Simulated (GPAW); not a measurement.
## A GW chain in GPAW: BiP (buckled honeycomb monolayer)

The cell holds 2 atoms: 1 P and 1 Bi. Its edges and angles: a = 3.879 Å, b = 3.879 Å, c = 12.400 Å, α = 90.0°, β = 90.0°, γ = 120.0°. Vacuum lies along c.

```
P Bi
1.0
     3.87891    0.00000    0.00000
    -1.93945    3.35923    0.00000
     0.00000    0.00000   12.40000
P Bi
1 1
Cartesian
  0.0000 2.2395 5.4613
  1.9395 1.1197 6.9386
```

```
method               : DFT, PBE, plane waves, PAW (and 1 further level or step)
program              : GPAW 26.7.0
settings of one run  : cutoff 550 eV, GPAW PAW setups 1.2.1 data release, 9×9×1 k-mesh
cost                 : 4 runs, 2.6 min in all on 4 MPI ranks of Arm Neoverse V1, shared host (the runs of this entry)
notes                : Values taken over the cell’s volume include its vacuum. The start is a generated structure, not a measured one. Limits: no spin-orbit coupling. Bands and cutoff are finite, so the gap is not at the basis limit. The miss can reach some tenths of an eV and take either sign; the mesh is an error of its own.
PBE gap              : 1.50 eV, direct
G0W0 gap on the mesh : 2.42 eV
GW settings          : 6×6×1 mesh, 122 bands, screening to 48 eV, full frequency, Hilbert transform
known limits         : not at the basis limit; no spin-orbit coupling
```

G0W0 moves the gap on the mesh from 1.50 eV to 2.42 eV (+0.92 eV), with Z of 0.72 and 0.74 at the edges. Only 1 of the mesh's irreducible points was corrected, so a valley elsewhere could overtake.

[Paths, hosts, dates, memory and timing lines, banners, echoed tables and standing remarks are left out of the program output.]

[Logs are printed without paths, hosts, clocks, repeated set-up lines and the standing remarks that a program may print on its own settings, such as how far it seeks lower states.]

[Runs of the session that timed out or met a known fault of the program may be left out.]

[Hosts, paths, dates, database ids (printed as entryN), source tags and the programs' standing remarks are cut or masked in the printed files.]
